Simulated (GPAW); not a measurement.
# SiO2 (Quartz): one start, several treatments of the self-energy

Wanted: the gap of SiO2 (Quartz) under several approximations, with cost.

Method: PBE and many-body steps on it, plane waves, in GPAW 26.7.0.

## (1) The starting structure

It takes space group P3_121 (No. 152, trigonal). Conventional cell: a = 4.916 Å, b = 4.916 Å, c = 5.409 Å, α = 90.00°, β = 90.00°, γ = 120.00°. Nearest to Si lie 4 O at 1.61 Å. Nearest to O lie 2 Si at 1.61 Å. Farther neighbours and most contacts between anions are not listed.

Coordinates:

```
Si O
1.0
     4.91580    0.00000    0.00000
    -2.45790    4.25721    0.00000
     0.00000    0.00000    5.40910
Si O
3 6
Cartesian
  2.6068 0.0000 1.8030
  -1.3034 2.2576 3.6061
  1.1545 1.9996 0.0000
  -0.2994 1.7633 4.7654
  1.0805 3.1163 1.1594
  -0.7811 3.6348 2.9624
  1.6768 0.6224 0.6437
  2.1585 2.4939 4.2497
  3.5384 1.1409 2.4467
```

The cell and positions come from the Crystallography Open Database and are kept as given unless a step says otherwise.

## (2) Empty states on the mesh, 3×3×4 mesh, 267 bands

This step: GPAW 26.7.0; DFT, PBE, plane waves, PAW.

The sums over transitions need many empty states on a uniform mesh; this step solves for them.

File run.py:

```python
import json
import numpy as np
from gpaw.mpi import world
from gpaw import GPAW

calc = GPAW('gs.gpw').fixed_density(kpts={'size': (3, 3, 4), 'gamma': True},
    nbands=311,
    convergence={'bands': 267},
    txt='nscf.txt')
calc.write('full.gpw', mode='all')
res = {}
kpts = calc.get_ibz_k_points()
res['kpts'] = kpts
res['eigenvalues'] = [calc.get_eigenvalues(kpt=k) for k in range(len(kpts))]
res['n_electrons'] = calc.get_number_of_electrons()

if world.rank == 0:
    with open('result.json', 'w') as f:
        json.dump(res, f, default=lambda x: x.tolist())
```

Started as:

```sh
$ mpirun -n 4 gpaw python run.py
```

Numbers of over 12 decimals in the logs are rounded to 6 here.

Log:

```text
Diagonalizing LCAO Hamiltonian
Converting LCAO to pw mode
convergence criteria:
- Maximum integral of absolute [eigenst]ate change: 4e-08 eV^2 / valence electron
maximum number of iterations: 100

SCF iterations
|iter     |     time |      energy | eigst |  dens |
|iter:   1|  |             | +4.39 |       |
|iter:   2|  |             | +3.23 |       |
|iter:   3|  |             | +2.14 |       |
[...]
|iter:  14|  |             | -6.69 |       |
|iter:  15|  |             | -7.25 |       |
|iter:  16|  |             | -7.56c|       |
SCF steps: 16
  __  _  _
 | _ |_)|_||  |
 |__||  | ||/\| - 26.7.0

Input parameters:
  mode=PW(ecut=600.0),
  convergence={'bands': 267},
  gpts=array([28, 28, 32]),
  kpts=MonkhorstPack(size=(3, 3, 4), gamma=True),
  maxiter=100,
  nbands=311,
  occupations=Occupations(name='fermi-dirac', width=0.001, fixmagmom=False),
  parallel={},
  xc=XC(name='PBE')
# Writing to full.gpw (mode='all')
  [... matrices ...]

timing:  # [seconds]
  Total: 0.296  # ━━━━━━━━━━━━━━━━━━━━━━━━━━━━━━━━━━━━━━━━━━━━━━━━━━━━━━━━━━━
```

It took 3.9 min on 4 MPI ranks of Intel Xeon Platinum 8375C at 2.90GHz (Ice Lake), shared host; peak memory 1.4 GiB; 14 min of CPU time.

This step gave:

| Quantity | Value |
| --- | --- |
| gap | 6.031 eV |
| k of the valence top | 0.3333, 0.3333, 0 |
| k of the conduction bottom | 0, 0, 0 |
| least direct gap | 6.349 eV |
| k points computed | 14 |
| lowest point of the top converged band, above the valence top | 91.6551 eV |

On this mesh the gap is 6.031 eV.

## (3) G0W0, Godby-Needs plasmon pole

Now the one-shot GW correction: screening in the RPA, then the self-energy of the levels asked for.

This step: G0W0 on PBE, plane waves, PAW.

File run.py:

```python
import json
import numpy as np
from gpaw.mpi import world
from gpaw.response.g0w0 import G0W0

gw = G0W0('full.gpw',
    filename='gw',
    kpts=[0, 11],
    bands=(22, 26),
    ecut=60,
    nbands=119,
    integrate_gamma='WS',
    ppa=True)
gw.calculate()
res = {mode: {k: v for k, v in r.items() if k != 'sigma_eskwn'}
       for mode, r in gw.all_results.items()}

if world.rank == 0:
    with open('result.json', 'w') as f:
        json.dump(res, f, default=lambda x: x.tolist())
```

Started as:

```sh
$ mpirun -n 4 gpaw python run.py
```

Log:

```text
Using integrator: PointIntegrator
FrequencyGridDescriptor(from 0.000+0.000j to 0.000+27.211j eV, 2 points)
Nonperiodic BCs:  [False False False]
Using integrator: PointIntegrator
FrequencyGridDescriptor(from 0.000+0.000j to 0.000+27.211j eV, 2 points)
Nonperiodic BCs:  [False False False]
  ___  _ _ _
 |   || | | |
 | | || | | |
 |__ ||_____|
 |___|

BZ k-points: Symmetries present (total): 2

  [... matrices ...]
36 k-points: 3 x 3 x 4 Monkhorst-Pack grid + [0.000000,0.000000,1/8]
14 k-points in the irreducible part of the Brillouin zone
       k-points in crystal coordinates                weights
   0:     0.00000000    0.00000000    0.00000000          1/36
   1:     0.00000000    0.00000000    0.25000000          2/36
   2:     0.00000000    0.00000000    0.50000000          1/36
   3:     0.33333333   -0.33333333   -0.25000000          2/36
   4:     0.33333333   -0.33333333    0.00000000          2/36
   5:     0.33333333   -0.33333333    0.25000000          2/36
   6:     0.33333333   -0.33333333    0.50000000          2/36
   7:     0.33333333    0.00000000   -0.25000000          4/36
   8:     0.33333333    0.00000000    0.00000000          4/36
   9:     0.33333333    0.00000000    0.25000000          4/36
          ...
  13:     0.33333333    0.33333333    0.50000000          2/36

Distributing spins, k-points and bands (1 x 2 x 4) over 4 processes
Number of blocks: 1

Quasi particle states:
k-points (IBZ indices): [0, 11]
Band range: (22, 26)
  [... matrices ...]
Computational parameters:
Plane wave cut-off: 60 eV
Number of bands: 119
Coulomb cutoff: None
Broadening: 0.1 eV

fxc modes: GW
Kernel: RPA
Using Godby-Needs plasmon-pole approximation:
  Fitting energy: i*E0, E0 = 1.000 Hartree
Summing all q:

Calculating screened Coulomb potential
No Coulomb truncation
FrequencyGridDescriptor(from 0.000+0.000j to 0.000+27.211j eV, 2 points)
Removing empty qpoint cache files...

Calculating chi0 body with:
    Ground state adapter containing:
    Number of spins: 1
    Number of kpoints: 36
    Number of irreducible kpoints: 14
    Number of completely occupied states: 24
    Number of partially occupied states: 24
    Occupied states memory: 9.1875 M / cpu

    Linear response parametrization:
    q_c: [0.0, 0.0, 0.0]
    Number of frequency points: 2
    Planewave cutoff: 60.0
    Number of bands: 119
    Number of planewaves: 121
    Broadening (eta): 1e-06
    comm.size: 4
    kncomm.size: 4
    blockcomm.size: 1

    Memory estimate of potentially large arrays:
        chi0_wGG: 0.446808 M / cpu
Integrating chi0 body.

Symmetries of q_c:
    Direct symmetries (Uq -> q): 2
    Indirect symmetries (TUq -> q): 2
In total 4 allowed symmetries.

  [... matrices ...]
14 groups of equivalent kpoints. 61.111111% reduction.

Integral kind: response function
Integrating chi0 head and wings.

Symmetries of q_c:
    Direct symmetries (Uq -> q): 2
    Indirect symmetries (TUq -> q): 2
In total 4 allowed symmetries.

  [... matrices ...]
14 groups of equivalent kpoints. 61.111111% reduction.

Integral kind: response function wings

Calculating chi0 body with:
    Ground state adapter containing:
    Number of spins: 1
    Number of kpoints: 36
    Number of irreducible kpoints: 14
    Number of completely occupied states: 24
    Number of partially occupied states: 24
    Occupied states memory: 9.1875 M / cpu

[... the further q-points ...]

Results:
f:      Occupation numbers
eps:     KS-eigenvalues [eV]
vxc:     KS vxc [eV]
exx:     Exact exchange [eV]
sigma:   Self-energies [eV]
dsigma:  Self-energy derivatives
Z:       Renormalization factors
qp:      QP-energies [eV]

k-point 0 (0): (0.000, 0.000, 0.000)                GW
band       f     eps     vxc     exx   sigma  dsigma       Z      qp
                                                                   GW
  22   1.000   1.072 -20.351 -26.268   4.152  -0.208   0.828  -0.390
  23   1.000   1.072 -20.351 -26.268   4.152  -0.208   0.828  -0.390
  24   0.000   7.421 -12.354  -7.782  -3.082  -0.139   0.878   8.729
  25   0.000  10.688 -11.940  -6.604  -3.237  -0.148   0.871  12.517

k-point 1 (11): (0.333, 0.333, 0.000)                GW
band       f     eps     vxc     exx   sigma  dsigma       Z      qp
                                                                   GW
  22   1.000   0.949 -20.586 -26.568   4.220  -0.210   0.827  -0.508
  23   1.000   1.390 -20.956 -26.823   4.206  -0.208   0.828   0.014
  24   0.000  10.352 -13.759  -8.453  -3.153  -0.153   0.867  12.218
  25   0.000  10.352 -13.759  -8.453  -3.153  -0.153   0.867  12.218
```

Elapsed: 2.6 min, on 4 MPI ranks; peak memory 1.8 GiB.

This step gave:

```yaml
g0w0_gap_on_the_points_computed: 8.714 eV
least_direct_g0w0_gap_on_the_computed_points: 9.119 eV
z_at_the_valence_top: 0.8278
z_at_the_conduction_bottom: 0.8779
starting_gap_on_the_mesh: 6.031 eV
k_of_the_valence_top: 0.3333, 0.3333, 0
k_of_the_conduction_bottom: 0, 0, 0
```

The gap on the mesh goes from 6.03 eV to 8.71 eV, a correction of +2.68 eV.

## (4) One-shot HSE06

This step: one-shot HSE06 levels on PBE orbitals, plane waves, PAW.

File run.py:

```python
import json
import numpy as np
from gpaw.mpi import world
from gpaw.hybrids.eigenvalues import non_self_consistent_eigenvalues

dft, vxc, vxc_hyb = non_self_consistent_eigenvalues('full.gpw', 'HSE06', 22, 26, kpt_indices=[0, 11])
res = {'dft': dft[0], 'hybrid': (dft - vxc + vxc_hyb)[0]}
if world.rank == 0:
    with open('hybrid.txt', 'w') as f:
        for k, e0, e1 in zip([0, 11], res['dft'], res['hybrid']):
            print(k, ' '.join(f'{x:9.4f}' for x in e0), '|', ' '.join(f'{x:9.4f}' for x in e1), file=f)

if world.rank == 0:
    with open('result.json', 'w') as f:
        json.dump(res, f, default=lambda x: x.tolist())
```

Started as:

```sh
$ mpirun -n 4 gpaw python run.py
```

Log:

```text
IBZ(<points: 14, symmetries: 2>)
Occupied bands: 24
Transforming wave functions from IBZ to BZ: 0.051 seconds
Distributing wave functions and iFFT-ing to real space: 0.529 seconds
Calculating eigenvalues:
  k-points: 2
  Bands: 22-25 (inclusive)
  Seconds: 3.244 (wave-function broadcasting: 0.024 seconds)
HSE06-eigenvalue shifts:
  min: -1.434 eV
  ave: -0.442 eV
  max: 0.583 eV
```

Run time: 9.9 s. Hardware: 4 MPI ranks; peak memory 1.3 GiB.

Numbers from this step:

```yaml
starting_gap_on_the_mesh: 6.031 eV
hybrid_gap_on_the_mesh: 7.853 eV
least_direct_hybrid_gap_on_the_computed_points: 8.180 eV
```

## (5) G0W0, extrapolated in the cutoff

This step: G0W0 on PBE, plane waves, PAW.

File run.py:

```python
import json
import numpy as np
from gpaw.mpi import world
from gpaw.response.g0w0 import G0W0

gw = G0W0('full.gpw',
    filename='gw',
    kpts=[0, 11],
    bands=(22, 26),
    ecut=100.0,
    integrate_gamma='WS',
    ppa=True,
    ecut_extrapolation=True)
gw.calculate()
res = {mode: {k: v for k, v in r.items() if k != 'sigma_eskwn'}
       for mode, r in gw.all_results.items()}

if world.rank == 0:
    with open('result.json', 'w') as f:
        json.dump(res, f, default=lambda x: x.tolist())
```

Started as:

```sh
$ mpirun -n 4 gpaw python run.py
```

Log:

```text
Using integrator: PointIntegrator
FrequencyGridDescriptor(from 0.000+0.000j to 0.000+27.211j eV, 2 points)
Nonperiodic BCs:  [False False False]
Using integrator: PointIntegrator
FrequencyGridDescriptor(from 0.000+0.000j to 0.000+27.211j eV, 2 points)
Nonperiodic BCs:  [False False False]
  ___  _ _ _
 |   || | | |
 | | || | | |
 |__ ||_____|
 |___|

BZ k-points: Symmetries present (total): 2

  [... matrices ...]
36 k-points: 3 x 3 x 4 Monkhorst-Pack grid + [0.000000,0.000000,1/8]
14 k-points in the irreducible part of the Brillouin zone
       k-points in crystal coordinates                weights
   0:     0.00000000    0.00000000    0.00000000          1/36
   1:     0.00000000    0.00000000    0.25000000          2/36
   2:     0.00000000    0.00000000    0.50000000          1/36
[...]
9:     0.33333333    0.00000000    0.25000000          4/36
          ...
  13:     0.33333333    0.33333333    0.50000000          2/36

Distributing spins, k-points and bands (1 x 2 x 4) over 4 processes
Number of blocks: 1

Quasi particle states:
k-points (IBZ indices): [0, 11]
Band range: (22, 26)
  [... matrices ...]
Computational parameters:
Extrapolating to infinite plane wave cut-off using points at:
  86.177 eV
  92.448 eV
  100.000 eV
Number of bands: 257
Coulomb cutoff: None
Broadening: 0.1 eV

fxc modes: GW
Kernel: RPA
Using Godby-Needs plasmon-pole approximation:
  Fitting energy: i*E0, E0 = 1.000 Hartree
Summing all q:

Calculating screened Coulomb potential
No Coulomb truncation
FrequencyGridDescriptor(from 0.000+0.000j to 0.000+27.211j eV, 2 points)
Removing empty qpoint cache files...

Calculating chi0 body with:
    Ground state adapter containing:
    Number of spins: 1
    Number of kpoints: 36
    Number of irreducible kpoints: 14
[...]
comm.size: 4
    kncomm.size: 4
    blockcomm.size: 1

    Memory estimate of potentially large arrays:
        chi0_wGG: 1.802032 M / cpu
Integrating chi0 body.

Symmetries of q_c:
    Direct symmetries (Uq -> q): 2
    Indirect symmetries (TUq -> q): 2
In total 4 allowed symmetries.

  [... matrices ...]
14 groups of equivalent kpoints. 61.111111% reduction.

Integral kind: response function
Integrating chi0 head and wings.

Symmetries of q_c:
    Direct symmetries (Uq -> q): 2
    Indirect symmetries (TUq -> q): 2
In total 4 allowed symmetries.

  [... matrices ...]
14 groups of equivalent kpoints. 61.111111% reduction.

Integral kind: response function wings

Calculating chi0 body with:
    Ground state adapter containing:
    Number of spins: 1
    Number of kpoints: 36
    Number of irreducible kpoints: 14
    Number of completely occupied states: 24
    Number of partially occupied states: 24
    Occupied states memory: 9.1875 M / cpu

[... the further q-points ...]
Extrapolating selfenergy to infinite energy cutoff:
  Performing linear fit to 3 points
  Minimum R^2 = 0.9973. (R^2 Should be close to 1)
  [... matrices ...]
Results:
f:      Occupation numbers
eps:     KS-eigenvalues [eV]
vxc:     KS vxc [eV]
exx:     Exact exchange [eV]
sigma:   Self-energies [eV]
dsigma:  Self-energy derivatives
Z:       Renormalization factors
qp:      QP-energies [eV]

k-point 0 (0): (0.000, 0.000, 0.000)                GW
band       f     eps     vxc     exx   sigma  dsigma       Z      qp
                                                                   GW
  22   1.000   1.072 -20.351 -26.268   3.546  -0.230   0.813  -0.857
  23   1.000   1.072 -20.351 -26.268   3.546  -0.230   0.813  -0.857
  24   0.000   7.421 -12.354  -7.782  -3.265  -0.151   0.869   8.558
[...]
k-point 1 (11): (0.333, 0.333, 0.000)                GW
band       f     eps     vxc     exx   sigma  dsigma       Z      qp
                                                                   GW
[...]
24   0.000  10.352 -13.759  -8.453  -3.618  -0.167   0.857  11.798
  25   0.000  10.352 -13.759  -8.453  -3.618  -0.167   0.857  11.799
```

Elapsed: 9.2 min, on 4 MPI ranks; peak memory 1.8 GiB.

Numbers from this step:

| Item | Value |
| --- | --- |
| quasiparticle gap on the points computed | 9.036 eV |
| least direct quasiparticle gap on the computed points | 9.414 eV |
| Z at the valence top | 0.8125 |
| Z at the conduction bottom | 0.8691 |
| starting gap on the mesh | 6.031 eV |
| k of the valence top | 0.3333, 0.3333, 0 |
| k of the conduction bottom | 0, 0, 0 |
| gaps at the cutoffs of the extrapolation | 8.749, 8.776, 8.807 eV |

Against G0W0 in GPAW (3×3×4 mesh, 119 bands, screening to 60 eV, Godby-Needs plasmon pole), the gap moves by +0.322 eV.

## (6) One-shot Hartree-Fock

This step: one-shot Hartree-Fock levels on PBE orbitals, plane waves, PAW.

File run.py:

```python
import json
import numpy as np
from gpaw.mpi import world
from gpaw.hybrids.eigenvalues import non_self_consistent_eigenvalues

dft, vxc, vxc_hyb = non_self_consistent_eigenvalues('full.gpw', 'EXX', 22, 26, kpt_indices=[0, 11])
res = {'dft': dft[0], 'hybrid': (dft - vxc + vxc_hyb)[0]}
if world.rank == 0:
    with open('hybrid.txt', 'w') as f:
        for k, e0, e1 in zip([0, 11], res['dft'], res['hybrid']):
            print(k, ' '.join(f'{x:9.4f}' for x in e0), '|', ' '.join(f'{x:9.4f}' for x in e1), file=f)

if world.rank == 0:
    with open('result.json', 'w') as f:
        json.dump(res, f, default=lambda x: x.tolist())
```

Started as:

```sh
$ mpirun -n 4 gpaw python run.py
```

Log:

```text
IBZ(<points: 14, symmetries: 2>)
Occupied bands: 24
Transforming wave functions from IBZ to BZ: 0.031 seconds
Distributing wave functions and iFFT-ing to real space: 0.356 seconds
Calculating eigenvalues:
  k-points: 2
  Bands: 22-25 (inclusive)
  Seconds: 2.789 (wave-function broadcasting: 0.015 seconds)
HSE06-eigenvalue shifts:
  min: -5.982 eV
  ave: -0.395 eV
  max: 5.336 eV
```

It took 6.9 s on 4 MPI ranks; peak memory 1.3 GiB; 27 s of CPU time.

This step gave:

| Item | Value |
| --- | --- |
| starting gap on the mesh | 6.031 eV |
| hybrid gap on the mesh | 16.47 eV |
| least direct hybrid gap on the computed points | 16.84 eV |

## (7) G0W0, full frequency, Hilbert transform

This step: G0W0 on PBE, plane waves, PAW.

File run.py:

```python
import json
import numpy as np
from gpaw.mpi import world
from gpaw.response.g0w0 import G0W0

gw = G0W0('full.gpw',
    filename='gw',
    kpts=[0, 11],
    bands=(22, 26),
    ecut=60,
    nbands=119,
    integrate_gamma='WS',
    frequencies={'type': 'nonlinear', 'domega0': 0.1, 'omega2': 15.0},
    eta=0.1,
    nblocksmax=True)
gw.calculate()
res = {mode: {k: v for k, v in r.items() if k != 'sigma_eskwn'}
       for mode, r in gw.all_results.items()}

if world.rank == 0:
    with open('result.json', 'w') as f:
        json.dump(res, f, default=lambda x: x.tolist())
```

Started as:

```sh
$ mpirun -n 4 gpaw python run.py
```

Log:

```text
Using integrator: PointIntegrator
NonLinearFrequencyDescriptor(from 0.000 to 69.432 eV, 239 points)
Nonperiodic BCs:  [False False False]
Using integrator: PointIntegrator
NonLinearFrequencyDescriptor(from 0.000 to 69.432 eV, 239 points)
Nonperiodic BCs:  [False False False]
  ___  _ _ _
 |   || | | |
 | | || | | |
 |__ ||_____|
 |___|

BZ k-points: Symmetries present (total): 2

  [... matrices ...]
36 k-points: 3 x 3 x 4 Monkhorst-Pack grid + [0.000000,0.000000,1/8]
14 k-points in the irreducible part of the Brillouin zone
[...]
GW
  22   1.000   1.072 -20.351 -26.268   4.149  -0.224   0.817  -0.373
  23   1.000   1.072 -20.351 -26.268   4.149  -0.224   0.817  -0.373
  24   0.000   7.421 -12.354  -7.782  -3.065  -0.140   0.877   8.743
[...]
k-point 1 (11): (0.333, 0.333, 0.000)                GW
band       f     eps     vxc     exx   sigma  dsigma       Z      qp
                                                                   GW
[...]
24   0.000  10.352 -13.759  -8.453  -3.148  -0.164   0.859  12.206
  25   0.000  10.352 -13.759  -8.453  -3.148  -0.164   0.859  12.207
```

Elapsed: 2.3 min, on 4 MPI ranks; peak memory 1.8 GiB.

Numbers from this step:

| Quantity | Value |
| --- | --- |
| G0W0 gap on the points computed | 8.718 eV |
| least direct G0W0 gap on the computed points | 9.116 eV |
| starting gap on the mesh | 6.031 eV |
| k of the valence top | 0.3333, 0.3333, 0 |
| k of the conduction bottom | 0, 0, 0 |

Against G0W0 in GPAW (3×3×4 mesh, 119 bands, screening to 60 eV, Godby-Needs plasmon pole), the gap moves by +0.003 eV.

## (8) Side by side

Times are wall times on 4 MPI ranks of Intel Xeon Platinum 8375C at 2.90GHz (Ice Lake), shared host, good to a factor of about two.

| run | mesh | bands | screening cutoff (eV) | DFT gap (eV) | gap on the mesh (eV) | direct (eV) | time |
| --- | --- | --- | --- | --- | --- | --- | --- |
| G0W0, Godby-Needs plasmon pole | 3×3×4 | 119 | 60 | 6.031 | 8.714 | 9.119 | 2.6 min |
| one-shot HSE06 | 3×3×4 | - | - | 6.031 | 7.853 | 8.180 | 9.9 s |
| G0W0, extrapolated in the cutoff | 3×3×4 | - | 100 | 6.031 | 9.036 | 9.414 | 9.2 min |
| one-shot Hartree-Fock | 3×3×4 | - | - | 6.031 | 16.471 | 16.838 | 6.9 s |
| G0W0, full frequency, Hilbert transform | 3×3×4 | 119 | 60 | 6.031 | 8.718 | 9.116 | 2.3 min |

## (9) Outcome

* G0W0, Godby-Needs plasmon pole: 8.714 eV
* one-shot HSE06: 7.853 eV
* G0W0, extrapolated in the cutoff: 9.036 eV
* one-shot Hartree-Fock: 16.471 eV
* G0W0, full frequency, Hilbert transform: 8.718 eV
* known limits: not at the basis limit; coarse k mesh

In words: One-shot HSE06: −0.862 eV against G0W0, Godby-Needs plasmon pole. G0W0, extrapolated in the cutoff: +0.322 eV against G0W0, Godby-Needs plasmon pole, at other bands or cutoff, so not like for like. One-shot Hartree-Fock: +7.756 eV against G0W0, Godby-Needs plasmon pole. G0W0, full frequency, Hilbert transform: +0.003 eV against G0W0, Godby-Needs plasmon pole. Bare exchange alone opens the gap to 16.47 eV; against G0W0, correlation takes back 7.76 eV. One-shot hybrid levels are evaluated on the PBE orbitals. Bands and cutoff are finite, so the gap is not at the basis limit. The miss can reach some tenths of an eV and take either sign; the mesh is an error of its own. These stock PAW sets were not made for GW. In the G0W0 runs levels were corrected at 2 k points alone, so a gap called «on the mesh» is the least over those, and an edge elsewhere would be missed. The 3×3×4 mesh is coarse for this cell, which bears on the long-range parts of exchange and screening.

[Paths, hosts, dates, memory and timing lines, banners, echoed tables and standing remarks are left out of the program output.]

[Logs are printed without paths, hosts, clocks, repeated set-up lines and the standing remarks that a program may print on its own settings, such as how far it seeks lower states.]

[Runs of the session that timed out or met a known fault of the program may be left out.]

[Hosts, paths, dates, database ids (printed as entryN), source tags and the programs' standing remarks are cut or masked in the printed files.]
